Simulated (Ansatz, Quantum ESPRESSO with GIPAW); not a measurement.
# Na2CO3: which site gives which 23Na line?

The values are calculated: DFT, PBEsol, plane-wave PAW (pslibrary 1.0.0 recipes), scalar-relativistic, GIPAW shieldings (Quantum ESPRESSO with GIPAW, a patched development version); field gradients by Ansatz. Shieldings are without the macroscopic shape term, which is common to all sites.

```xyz
12
Lattice="5.2106 0.0000 0.0000 -2.6053 4.5125 0.0000 0.0000 0.0000 6.0727" Properties=species:S:1:pos:R:3 pbc="T T T"
Na    0.0000    0.0000    0.0000
Na    0.0000    0.0000    3.0363
Na    2.6053    1.5042    4.5545
Na    0.0000    3.0083    1.5182
O     1.1164    3.6528    4.5545
O     3.7216    0.8596    1.5182
O     1.4889    0.8596    1.5182
O    -1.1164    3.6528    4.5545
O     0.0000    1.7193    4.5545
O     2.6053    2.7932    1.5182
C     0.0000    3.0083    4.5545
C     2.6053    1.5042    1.5182
```

The cell is a computed entry of the Materials Project; it need not be the form that is stable at ambient conditions. The coordinates shown are those after relaxation (atoms relaxed).

The Na sites:

```tsv
site	atom no.	atoms in cell	site symmetry	surroundings	bonds (Å)
Na(1)	1	2	-3m	NaO6	2.294
Na(2)	3	2	-6m2	NaO12	2.61 to 3.30
```

The lines, in order of position:

```tsv
line	σ_iso (ppm)	relative area	span (ppm)	skew	|C_Q| (MHz)	η_Q
A	564.8	1	0.0	-	4.74	0.00
B	530.3	1	4.2	1.00	0.89	0.00
```

Simulated spectrum: 23Na fast MAS, 7.05 T (79.4 MHz), central transition to second order, lines broadened by 3.7 ppm; the axis counts ppm from the isotropic position of the most shielded site, as −Δσ; rigid lattice, with dipolar and J couplings and satellite transitions left out.

offset (ppm), intensity and a bar:
```
       58       0.00 
       49       0.00 
       39       0.02 #
       31       1.00 ##############################
       30       0.80 ########################
       21       0.01 
       11       0.00 
        2       0.00 
       -7       0.00 
      -16       0.00 
      -26       0.00 
      -33       0.15 #####
      -34       0.13 ####
      -44       0.06 ##
      -53       0.05 #
      -63       0.04 #
      -72       0.04 #
      -81       0.04 #
      -91       0.04 #
      -99       0.04 #
     -109       0.04 #
     -118       0.04 #
     -127       0.05 ##
     -137       0.10 ###
     -138       0.12 ###
     -146       0.01 
     -156       0.01 
     -164       0.01 
     -174       0.01 
     -183       0.01 
     -192       0.01 
     -201       0.01 
     -211       0.00 
     -220       0.00 
     -229       0.00 
     -239       0.00 
     -247       0.00
```

Most prominent maxima (ppm: height): 31: 1.00, -33: 0.15, -138: 0.12.

Q: Assign the lines to the sites.

A: A is Na(2) (NaO12); B is Na(1) (NaO6). Shielding rises with the number of neighbours over these sites, the usual order. The largest C_Q goes with Na(2), whose bond lengths spread most.

[Banner, clock, file and message-heading lines were taken out of the pw.x and gipaw.x logs.]

[Logs are printed without paths, hosts, clocks, repeated set-up lines and the standing remarks that a program may print on its own settings, such as how far it seeks lower states.]

[Hosts, paths, dates, database ids (printed as entryN), source tags and the programs' standing remarks are cut or masked in the printed files.]
